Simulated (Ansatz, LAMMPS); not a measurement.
# Elastic response of amorphous SnO2 (108 atoms), part 2 of 4

Aim: relax amorphous SnO2 (108 atoms), then change its volume and shape to read moduli from the stress.

Ansatz 0.2.0; Kohn-Sham DFT, PBE, PAW (set soft_1), plane waves; PAW set soft_1.

The cell: 36 Sn and 72 O. The quench rate of 50 K/ps is orders of magnitude faster than experiment. The starting topology of bonds comes from the classical model. Only the Γ point is sampled.

So far. Step 2 (Single point at the start): The r.m.s. force at the start is 0.50 eV/Å.

## Step 3: Cell and atoms relaxed

The cell is relaxed with the atoms, since the starting lattice needn't suit this functional.

The input, input.yaml:

```yaml
crystal:
  lattice:
    - [11.3429, 0.0, 0.0]
    - [0.0, 11.3429, 0.0]
    - [0.0, 0.0, 11.3429]
  atoms:
    [... the 108 atom lines of step 2 ...]
kpoints:
  mp_grid: { grid: [1, 1, 1] }
hamiltonian:
  xc: pbe
  pseudopotentials: { kind: paw, azcp: { folder: soft_1 } }
scf:
  occupations: { method: fixed }
output:
  forces: true
relax:
  f_tol: 0.05
  max_steps: 150
  cell: {}
```

Launch:

```
ansatz run input.yaml --threads 4 --pin off --max-ram 8192MiB --backend cpu --events-out ev --progress --plain --runs-dir out
```

The log of the run:

```text
[...]
Crystal: 108 atoms, lattice volume = 1459.393 Å³
Basis set: ecut = 420 eV, 28425 PW (Γ), exchange–correlation on 160×160×160 points (8 copies of the dense FFT grid, shifted against one another)
Bands: 576, of which v1, the nominal top of the filled ones, is band 468 counted from 1 (467 counted from 0)
Symmetry: 1 space group operations
[...]
k-points: 1
[...]
SCF iter   1: F=—  HF=-257714.337297 eV  |F-HF|=—  |Δ(HF+E_count)|=         —  Δρ=7.72e-2  dr2=7.67e1  ethr=3.10e-3  ⟨swp⟩=4.0  Hψ=1828  notcnv=0  defer=103
[...]
SCF iter  13: F=—  HF=-257696.412515 eV  |F-HF|=—  |Δ(HF+E_count)|=   1.40e-6  Δρ=5.51e-6  dr2=4.48e-7  ethr=2.26e-10  ⟨swp⟩=2.0  Hψ=724  notcnv=0  defer=101
SCF iter  14: F=-257696.412515 eV  HF=-257696.412515 eV  |F-HF|=3.87e-8  |Δ(HF+E_count)|=   2.33e-7  Δρ=2.30e-6  dr2=7.45e-8  ethr=1.07e-11  ⟨swp⟩=5.0  Hψ=1740  notcnv=0
SCF 1 converged in 14 iterations: F = -257696.412515 eV  dr2 = 7.45e-8
[...]
relax step   1: F+E_penalty+E_count = -257696.41251525 eV  Δ(F+E_penalty+E_count) = +0.000e0 eV  max|allowed force component| = 1.255e0 eV/Å  Δτ_max = 0.0000 Å  P = +6.382 GPa  Ω = 1459.393 Å³  (14 SCF iters, dr2 threshold 1.00e-7 eV, accepted)
[... from here on, the SCF cycles and remarks between the steps are left out ...]
relax step   2: F+E_penalty+E_count = -257699.92997628 eV  Δ(F+E_penalty+E_count) = -3.517e0 eV  max|allowed force component| = 6.600e-1 eV/Å  Δτ_max = 0.1948 Å  P = +0.852 GPa  Ω = 1490.586 Å³  energy of the carried Pulay correction = -6.743e-2 eV  (9 SCF iters, dr2 threshold 1.08e-5 eV, accepted)
relax step   3: F+E_penalty+E_count = -257700.57164495 eV  Δ(F+E_penalty+E_count) = -6.417e-1 eV  max|allowed force component| = 4.043e-1 eV/Å  Δτ_max = 0.0849 Å  P = -0.598 GPa  Ω = 1499.787 Å³  energy of the carried Pulay correction = -8.705e-2 eV  (9 SCF iters, dr2 threshold 1.08e-5 eV, accepted)
relax step   4: F+E_penalty+E_count = -257701.18465221 eV  Δ(F+E_penalty+E_count) = -6.130e-1 eV  max|allowed force component| = 2.053e-1 eV/Å  Δτ_max = 0.2000 Å  P = +0.022 GPa  Ω = 1486.285 Å³  energy of the carried Pulay correction = -5.822e-2 eV  (9 SCF iters, dr2 threshold 1.02e-5 eV, accepted)
relax step   5: F+E_penalty+E_count = -257701.39485365 eV  Δ(F+E_penalty+E_count) = -2.102e-1 eV  max|allowed force component| = 2.235e-1 eV/Å  Δτ_max = 0.2000 Å  P = -0.012 GPa  Ω = 1487.353 Å³  energy of the carried Pulay correction = -6.051e-2 eV  (10 SCF iters, dr2 threshold 2.63e-6 eV, accepted)
relax step   6: F+E_penalty+E_count = -257701.49983809 eV  Δ(F+E_penalty+E_count) = -1.050e-1 eV  max|allowed force component| = 1.911e-1 eV/Å  Δτ_max = 0.2000 Å  P = +0.008 GPa  Ω = 1485.634 Å³  energy of the carried Pulay correction = -5.682e-2 eV  (9 SCF iters, dr2 threshold 3.12e-6 eV, accepted)
relax step   7: F+E_penalty+E_count = -257701.53627589 eV  Δ(F+E_penalty+E_count) = -3.644e-2 eV  max|allowed force component| = 1.310e-1 eV/Å  Δτ_max = 0.1923 Å  P = -0.034 GPa  Ω = 1486.085 Å³  energy of the carried Pulay correction = -5.779e-2 eV  (9 SCF iters, dr2 threshold 2.28e-6 eV, accepted)
relax step   8: F+E_penalty+E_count = -257701.53999349 eV  Δ(F+E_penalty+E_count) = -3.718e-3 eV  max|allowed force component| = 1.159e-1 eV/Å  Δτ_max = 0.2000 Å  P = +0.008 GPa  Ω = 1484.179 Å³  energy of the carried Pulay correction = -5.370e-2 eV  (10 SCF iters, dr2 threshold 1.07e-6 eV, rejected (line search))
relax step   9: F+E_penalty+E_count = -257701.55448323 eV  Δ(F+E_penalty+E_count) = -1.821e-2 eV  max|allowed force component| = 1.467e-1 eV/Å  Δτ_max = 0.0999 Å  P = +0.009 GPa  Ω = 1484.745 Å³  energy of the carried Pulay correction = -5.491e-2 eV  (13 SCF iters, accepted)
relax step  10: F+E_penalty+E_count = -257701.56402400 eV  Δ(F+E_penalty+E_count) = -9.541e-3 eV  max|allowed force component| = 4.687e-2 eV/Å  Δτ_max = 0.1000 Å  P = +0.009 GPa  Ω = 1484.293 Å³  energy of the carried Pulay correction = -5.394e-2 eV  (8 SCF iters, dr2 threshold 1.35e-6 eV, accepted)
relax step  11: F+E_penalty+E_count = -257701.56931067 eV  Δ(F+E_penalty+E_count) = -5.287e-3 eV  max|allowed force component| = 6.124e-2 eV/Å  Δτ_max = 0.1017 Å  P = -0.016 GPa  Ω = 1484.030 Å³  energy of the carried Pulay correction = -5.338e-2 eV  (13 SCF iters, accepted)
relax step  12: F+E_penalty+E_count = -257701.57509610 eV  Δ(F+E_penalty+E_count) = -5.785e-3 eV  max|allowed force component| = 1.055e-1 eV/Å  Δτ_max = 0.1421 Å  P = -0.031 GPa  Ω = 1483.452 Å³  energy of the carried Pulay correction = -5.214e-2 eV  (9 SCF iters, dr2 threshold 2.34e-7 eV, accepted)
relax step  13: F+E_penalty+E_count = -257701.57204775 eV  Δ(F+E_penalty+E_count) = +3.048e-3 eV  max|allowed force component| = 2.938e-1 eV/Å  Δτ_max = 0.2000 Å  P = +0.088 GPa  Ω = 1483.247 Å³  energy of the carried Pulay correction = -5.169e-2 eV  (9 SCF iters, dr2 threshold 6.96e-7 eV, rejected (line search))
[...]
relax step  24: F+E_penalty+E_count = -257701.77575796 eV  Δ(F+E_penalty+E_count) = -4.860e-3 eV  max|allowed force component| = 4.969e-2 eV/Å  Δτ_max = 0.0724 Å  P = -0.034 GPa  Ω = 1484.511 Å³  energy of the carried Pulay correction = -5.512e-3 eV  (10 SCF iters, dr2 threshold 2.29e-8 eV, accepted)
relax step  25: F+E_penalty+E_count = -257701.78583532 eV  Δ(F+E_penalty+E_count) = -1.008e-2 eV  max|allowed force component| = 1.309e-1 eV/Å  Δτ_max = 0.1107 Å  P = -0.079 GPa  Ω = 1484.994 Å³  energy of the carried Pulay correction = -6.473e-3 eV  (12 SCF iters, dr2 threshold 1.24e-8 eV, accepted)
relax step  26: F+E_penalty+E_count = -257701.80564621 eV  Δ(F+E_penalty+E_count) = -1.981e-2 eV  max|allowed force component| = 2.901e-1 eV/Å  Δτ_max = 0.1684 Å  P = -0.106 GPa  Ω = 1484.788 Å³  energy of the carried Pulay correction = -6.015e-3 eV  (9 SCF iters, dr2 threshold 1.07e-6 eV, accepted)
relax step  27: F+E_penalty+E_count = -257701.83431803 eV  Δ(F+E_penalty+E_count) = -2.867e-2 eV  max|allowed force component| = 3.617e-1 eV/Å  Δτ_max = 0.1945 Å  P = -0.100 GPa  Ω = 1483.488 Å³  energy of the carried Pulay correction = -3.313e-3 eV  (8 SCF iters, dr2 threshold 5.26e-6 eV, accepted)
relax step  28: F+E_penalty+E_count = -257701.91174918 eV  Δ(F+E_penalty+E_count) = -7.743e-2 eV  max|allowed force component| = 2.726e-1 eV/Å  Δτ_max = 0.2000 Å  P = +0.141 GPa  Ω = 1481.716 Å³  energy of the carried Pulay correction = +3.526e-5 eV  (8 SCF iters, dr2 threshold 8.18e-6 eV, accepted)
relax step  29: F+E_penalty+E_count = -257701.95247658 eV  Δ(F+E_penalty+E_count) = -4.073e-2 eV  max|allowed force component| = 2.382e-1 eV/Å  Δτ_max = 0.2000 Å  P = -0.024 GPa  Ω = 1482.384 Å³  energy of the carried Pulay correction = -1.353e-3 eV  (9 SCF iters, dr2 threshold 4.64e-6 eV, accepted)
relax step  30: F+E_penalty+E_count = -257702.01272924 eV  Δ(F+E_penalty+E_count) = -6.025e-2 eV  max|allowed force component| = 1.570e-1 eV/Å  Δτ_max = 0.2000 Å  P = +0.021 GPa  Ω = 1483.239 Å³  energy of the carried Pulay correction = -3.211e-3 eV  (9 SCF iters, dr2 threshold 3.55e-6 eV, accepted)
relax step  31: F+E_penalty+E_count = -257702.03435293 eV  Δ(F+E_penalty+E_count) = -2.162e-2 eV  max|allowed force component| = 7.671e-2 eV/Å  Δτ_max = 0.0808 Å  P = -0.002 GPa  Ω = 1483.672 Å³  energy of the carried Pulay correction = -4.110e-3 eV  (8 SCF iters, dr2 threshold 1.54e-6 eV, accepted)
relax step  32: F+E_penalty+E_count = -257702.02858622 eV  Δ(F+E_penalty+E_count) = +5.767e-3 eV  max|allowed force component| = 1.325e-1 eV/Å  Δτ_max = 0.2000 Å  P = -0.045 GPa  Ω = 1484.207 Å³  energy of the carried Pulay correction = -5.269e-3 eV  (10 SCF iters, dr2 threshold 3.68e-7 eV, rejected (line search))
relax step  33: F+E_penalty+E_count = -257702.04514630 eV  Δ(F+E_penalty+E_count) = -1.079e-2 eV  max|allowed force component| = 6.424e-2 eV/Å  Δτ_max = 0.0884 Å  P = +0.032 GPa  Ω = 1483.439 Å³  energy of the carried Pulay correction = -3.624e-3 eV  (13 SCF iters, accepted)
relax step  34: F+E_penalty+E_count = -257702.04560266 eV  Δ(F+E_penalty+E_count) = -4.564e-4 eV  max|allowed force component| = 1.293e-2 eV/Å  Δτ_max = 0.0244 Å  P = +0.004 GPa  Ω = 1483.913 Å³  energy of the carried Pulay correction = -4.617e-3 eV  (8 SCF iters, dr2 threshold 2.58e-7 eV, accepted)
relax step  35: F+E_penalty+E_count = -257702.07326790 eV  Δ(F+E_penalty+E_count) = -2.767e-2 eV  max|allowed force component| = 1.297e-2 eV/Å  Δτ_max = 0.0000 Å  P = +0.026 GPa  Ω = 1483.913 Å³  stress off target by 1.18e-1 GPa  SCF on the basis re-selected at this cell (its energy is not comparable with the rows above)  (7 SCF iters)
relax step  36: F+E_penalty+E_count = -257702.07288624 eV  Δ(F+E_penalty+E_count) = +3.817e-4 eV  max|allowed force component| = 2.343e-2 eV/Å  Δτ_max = 0.0193 Å  P = +0.000 GPa  Ω = 1484.665 Å³  energy of the carried Pulay correction = -1.609e-3 eV  (9 SCF iters, dr2 threshold 3.49e-8 eV, accepted)
relax step  37: F+E_penalty+E_count = -257702.07283721 eV  Δ(F+E_penalty+E_count) = +4.904e-5 eV  max|allowed force component| = 2.342e-2 eV/Å  Δτ_max = 0.0000 Å  P = +0.000 GPa  Ω = 1484.665 Å³  stress off target by 1.14e-2 GPa  SCF on the basis re-selected at this cell (its energy is not comparable with the rows above)  (5 SCF iters)
basis re-selected at this cell: Δ(F+E_penalty+E_count) = +4.904e-5 eV, ΔP = +0.000 GPa vs the last step (what re-selecting the basis moved, of the pressure what is left beyond the Pulay correction that the steps carried, after the strain that the cell walked since its last selection, [...]
SCF converged after 5 iterations
Free energy (F): -257702.072837 eV
[...]
Internal energy: -257702.072837 eV  (E = F + TS)
E sigma→0 (E₀):  -257702.072837 eV
Fermi energy:    7.646980 eV
[...]
Σ components = -257702.072837   (vs F -257702.072837, Δ=0.00e0)
--- Forces (eV/Å), atoms counted from 1 ---
  atom   1  Sn     0.00059957    -0.00162737     0.00352845
  atom   2  Sn    -0.00448555    -0.00409000     0.00174463
  atom   3  Sn     0.00269850     0.00696107     0.00389761
  atom   4  Sn     0.01809666     0.00416986     0.00037245
[...]
atom 108  O     -0.00429913    -0.00604841     0.00189218
  max |Σ_I F_I| component: 3.51e-6 eV/Å
--- Stress (GPa, compression-positive) ---
       -0.001490       0.008584       0.006451
        0.008584       0.004386      -0.000715
        0.006452      -0.000715      -0.001661
  P = ⅓ Tr σ = 0.0004 GPa (0.004 kbar)
--- Relaxed structure (34 steps of the walk, 29 accepted, 3 SCFs on fresh bases) ---
  F+E_penalty+E_count = -257702.07283721 eV   max|allowed force component| = 2.342e-2 eV/Å   (the final SCF, on the basis selected at the relaxed cell)
  cell:  # Å, volume = 1484.6653 Å³
    - [10.997726, 0.497689, 0.019120]
    - [0.497689, 11.516396, 0.101581]
    - [0.019120, 0.101581, 11.746084]
  atoms:
    - { symbol: Sn, position: [0.840800, 0.482535, 0.226004] }
    - { symbol: Sn, position: [0.989308, 0.156954, 0.504810] }
    - { symbol: Sn, position: [0.575779, 0.054971, 0.743435] }
    - { symbol: Sn, position: [0.753597, 0.664091, 0.027404] }
[...]
- { symbol: O, position: [0.875764, 0.801715, 0.716392] }
```

Elapsed: 9.1 min, on 4 threads of Intel Xeon at 2.60GHz (Ice Lake), shared host; peak memory 2.4 GiB; 35 min of CPU time.

The relaxation converged after 34 steps, with a largest force component of 0.023 eV/Å.

## Step 4: Single point at the relaxed geometry

The electronic structure is read at the final geometry, in a run of its own.

The input, input.yaml:

```yaml
crystal:
  lattice:
    - [10.99773, 0.49769, 0.01912]
    - [0.49769, 11.5164, 0.10158]
    - [0.01912, 0.10158, 11.74608]
  atoms:
    - { symbol: Sn, position: [0.8408, 0.48253, 0.226] }
    - { symbol: Sn, position: [0.98931, 0.15695, 0.50481] }
    - { symbol: Sn, position: [0.57578, 0.05497, 0.74344] }
    - { symbol: Sn, position: [0.7536, 0.66409, 0.0274] }
    - { symbol: Sn, position: [0.95806, 0.82493, 0.87104] }
    - { symbol: Sn, position: [0.63723, 0.77176, 0.26643] }
    [... 96 atom lines left out ...]
    - { symbol: O, position: [0.45609, 0.1044, 0.38021] }
    - { symbol: O, position: [0.0482, 0.42346, 0.94844] }
    - { symbol: O, position: [0.57276, 0.76025, 0.42792] }
    - { symbol: O, position: [0.41, 0.12276, 0.80366] }
    - { symbol: O, position: [0.81594, 0.82657, 0.99947] }
    - { symbol: O, position: [0.87576, 0.80171, 0.71639] }
kpoints:
  mp_grid: { grid: [1, 1, 1] }
hamiltonian:
  xc: pbe
  pseudopotentials: { kind: paw, azcp: { folder: soft_1 } }
scf:
  occupations: { method: fixed }
output:
  forces: true
  stress: true
  populations: true
  dos:
    method: { smearing: { sigma: 0.1 } }
    de: 0.1
    projected: { site_lists: { O: [O], Sn: [Sn] } }
  eigenvalues: true
  write_density: true
  write_potential: true
  volumetric_format: npy
```

The log of the run:

```text
[...]
Crystal: 108 atoms, lattice volume = 1484.666 Å³
Basis set: ecut = 420 eV, 29041 PW (Γ), exchange–correlation on 150×160×160 points (8 copies of the dense FFT grid, shifted against one another)
Bands: 576, of which v1, the nominal top of the filled ones, is band 468 counted from 1 (467 counted from 0)
Symmetry: 1 space group operations
[...]
k-points: 1
[...]
SCF iter   1: F=—  HF=-257716.416648 eV  |F-HF|=—  |Δ(HF+E_count)|=         —  Δρ=7.11e-2  dr2=6.31e1  ethr=3.10e-3  ⟨swp⟩=4.0  Hψ=2181  notcnv=0  defer=102
[...]
SCF iter  14: F=-257702.072837 eV  HF=-257702.072837 eV  |F-HF|=3.06e-9  |Δ(HF+E_count)|=   1.14e-7  Δρ=1.86e-6  dr2=5.08e-8  ethr=1.07e-11  ⟨swp⟩=18.0  Hψ=4955  notcnv=0
SCF 1 converged in 14 iterations: F = -257702.072837 eV  dr2 = 5.08e-8
[...]
SCF converged after 14 iterations
Free energy (F): -257702.072837 eV
[...]
Internal energy: -257702.072837 eV  (E = F + TS)
E sigma→0 (E₀):  -257702.072837 eV
Fermi energy:    7.646826 eV
[...]
--- Forces (eV/Å), atoms counted from 1 ---
  atom   1  Sn     0.00156595     0.00009650     0.00394649
  atom   2  Sn    -0.00493914    -0.00288839     0.00157959
  atom   3  Sn     0.00399501     0.00647961     0.00209779
  atom   4  Sn     0.01780195     0.00397760     0.00126464
  atom   5  Sn     0.00113903     0.00318527    -0.00672549
  atom   6  Sn     0.00980336    -0.00118965     0.00447675
  atom   7  Sn    -0.00712571     0.00258921    -0.00006608
  atom   8  Sn    -0.00468843    -0.00922212    -0.00325359
  atom   9  Sn    -0.00012867    -0.02485017    -0.01095791
  atom  10  Sn     0.00182320     0.00149983    -0.00165102
  atom  11  Sn    -0.00227586     0.02258527     0.01267122
  atom  12  Sn    -0.00189810     0.01209436     0.00443557
  atom  13  Sn     0.00117689     0.00004801    -0.00513426
  atom  14  Sn     0.00640589     0.01134473     0.00017189
[...]
atom 107  O     -0.00305705    -0.01033453    -0.00579517
  atom 108  O     -0.00376956    -0.00536975     0.00226890
  max |Σ_I F_I| component: 6.10e-5 eV/Å
--- Stress (GPa, compression-positive) ---
       -0.001054       0.009090       0.006544
        0.009090       0.004743      -0.000584
        0.006544      -0.000584      -0.002193
  P = ⅓ Tr σ = 0.0005 GPa (0.005 kbar)
--- Band table (eV) ---
[...]
--- Löwdin populations: 108 sites ---
  site symbol       q [e]
     0     Sn     12.2865
     1     Sn     12.3008
     2     Sn     12.2645
[...]
107      O      6.7954
  spilling = 0.004822 (of n_electrons = 936.000000)
```

Wall time 27 s (4 threads); peak memory 2.4 GiB; 1.7 min of CPU time.

The run gave:

- free energy: -257702.0728 eV
- free energy per atom: -2386.1303 eV/atom
- SCF cycles: 14
- pressure: 0.0004987 GPa
- r.m.s. force component: 0.00497 eV/Å
- longest force: 0.02716 eV/Å
- Fermi energy: 7.647 eV
- gap (highest filled to lowest empty level): 0.409 eV
- spilling of the projection: 0.004822

(Continued in part 3 of 4.)

[Long decimals in the printed logs are rounded to 6 places.]

[Logs are printed without paths, hosts, clocks, repeated set-up lines and the standing remarks that a program may print on its own settings, such as how far it seeks lower states.]

[Hosts, paths, dates, database ids (printed as entryN), source tags and the programs' standing remarks are cut or masked in the printed files.]
